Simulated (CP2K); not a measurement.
Consider 3-isocyanofuran at its PBE geometry (Å).

```xyz
10

C     3.1771   -0.2520   -0.0545
N     2.0014   -0.0947   -0.0316
C     0.6366    0.0548   -0.0074
C    -0.3368   -1.0039   -0.0363
C    -1.5515   -0.3881    0.0040
O    -1.4017    0.9809    0.0581
C    -0.0587    1.2393    0.0515
H    -0.1366   -2.0676   -0.0797
H    -2.5735   -0.7462    0.0024
H     0.2436    2.2776    0.0936
```

Method: CP2K XAS_TDP, all-electron GAPW, PBEh(45%), aug-cc-pVDZ, TDA, GW2X-corrected core level, no relativity.

**Question.** Predict the bright core excitations at the C K edge.

Leading lines: C1 288.67 eV, C3 288.67 eV, C4 287.97 eV, C5 288.59 eV and C7 288.15 eV. The leading line of an atom is its first one with 35 % of the strongest within 2.5 eV of its lowest line over the strength cut. Core ionisation energies at this level: C4 292.69, C5 293.98, C7 293.84, C1 294.66 and C3 293.65 eV.

The first six lines of each atom with a strength over 0.0015:

| atom | energy (eV) | states | strength, one atom | above the computed threshold |
| --- | --- | --- | --- | --- |
| C1 (bonded to N) | 288.67 | 1 | 0.0647 |  |
|  | 288.74 | 1 | 0.0705 |  |
|  | 293.86 | 1 | 0.0015 |  |
|  | 294.38 | 1 | 0.0051 |  |
|  | 294.74 | 1 | 0.0017 | yes |
|  | 295.67 | 1 | 0.0037 | yes |
| C3 (bonded to 2 C and N) | 288.67 | 1 | 0.0403 |  |
|  | 291.12 | 1 | 0.0024 |  |
|  | 291.50 | 1 | 0.0022 |  |
|  | 292.03 | 1 | 0.0040 |  |
|  | 292.62 | 1 | 0.0122 |  |
|  | 292.64 | 1 | 0.0180 |  |
| C4 (bonded to 2 C and H) | 287.97 | 1 | 0.0471 |  |
|  | 289.70 | 1 | 0.0033 |  |
|  | 290.63 | 1 | 0.0117 |  |
|  | 291.31 | 1 | 0.0081 |  |
|  | 291.68 | 1 | 0.0030 |  |
|  | 292.12 | 1 | 0.0033 |  |
| C5 (bonded to C, O and H) | 288.59 | 1 | 0.0532 |  |
|  | 291.67 | 1 | 0.0018 |  |
|  | 291.74 | 1 | 0.0204 |  |
|  | 292.33 | 1 | 0.0189 |  |
|  | 292.90 | 1 | 0.0030 |  |
|  | 293.41 | 1 | 0.0039 |  |
| C7 (bonded to C, O and H) | 288.15 | 1 | 0.0516 |  |
|  | 291.70 | 1 | 0.0210 |  |
|  | 292.30 | 1 | 0.0169 |  |
|  | 292.62 | 1 | 0.0039 |  |
|  | 292.80 | 1 | 0.0040 |  |
|  | 293.31 | 1 | 0.0054 |  |

Lines are vertical, at one geometry, with no vibrational structure. GW2X ionisation energies and lines can be off by 1 to 2 eV either way, and a good line position may hide errors that cancel. These values hold no scalar relativity, about 0.1 eV for C 1s. Rydberg lines, and the discretised continuum above threshold, depend on the basis and the box.

[Banner, clock and machine lines of the logs are left out without a mark of their own.]

[Logs are printed without paths, hosts, clocks, repeated set-up lines and the standing remarks that a program may print on its own settings, such as how far it seeks lower states.]

[Hosts, paths, dates, database ids (printed as entryN), source tags and the programs' standing remarks are cut or masked in the printed files.]
